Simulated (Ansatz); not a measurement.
Rows from a G0W0 calculation on Cs2LiScF6 (Fm-3m) (Ansatz 0.2.0; G0W0 on PBE+U, plane waves, PAW; PAW set soft_1; 2×2×2 mesh, 708 empty bands, screening to 150 eV, PAW set soft_1 files), in eV. Spin-orbit coupling is left out.

| row | k | band | start | Σx | Σc at the solution | Vxc |
| --- | --- | --- | --- | --- | --- | --- |
| A | Γ | c2 | 10.671 | -10.606 | -5.391 | -16.650 |
| B | Γ | v1 | 2.394 | -31.554 | 5.761 | -23.599 |
| C | Γ | c1 | 9.844 | -6.090 | -3.400 | -10.573 |

**Question.** Work out each quasiparticle level and how far it moved.

The quasiparticle equation reads E = start + Σx + Σc(E) − Vxc.

| row | E (eV) | shift (eV) |
| --- | --- | --- |
| A | 11.324 | +0.653 |
| B | 0.200 | −2.194 |
| C | 10.927 | +1.083 |

Limits: not at the basis limit; no spin-orbit coupling; coarse k mesh.

[Runs of the session that timed out or met a known fault of the program may be left out.]

[Cells called generated may have been cut or substituted from an entry of the Crystallography Open Database or the Materials Project.]

[Hosts, paths, dates, database ids (printed as entryN), source tags and the programs' standing remarks are cut or masked in the printed files.]
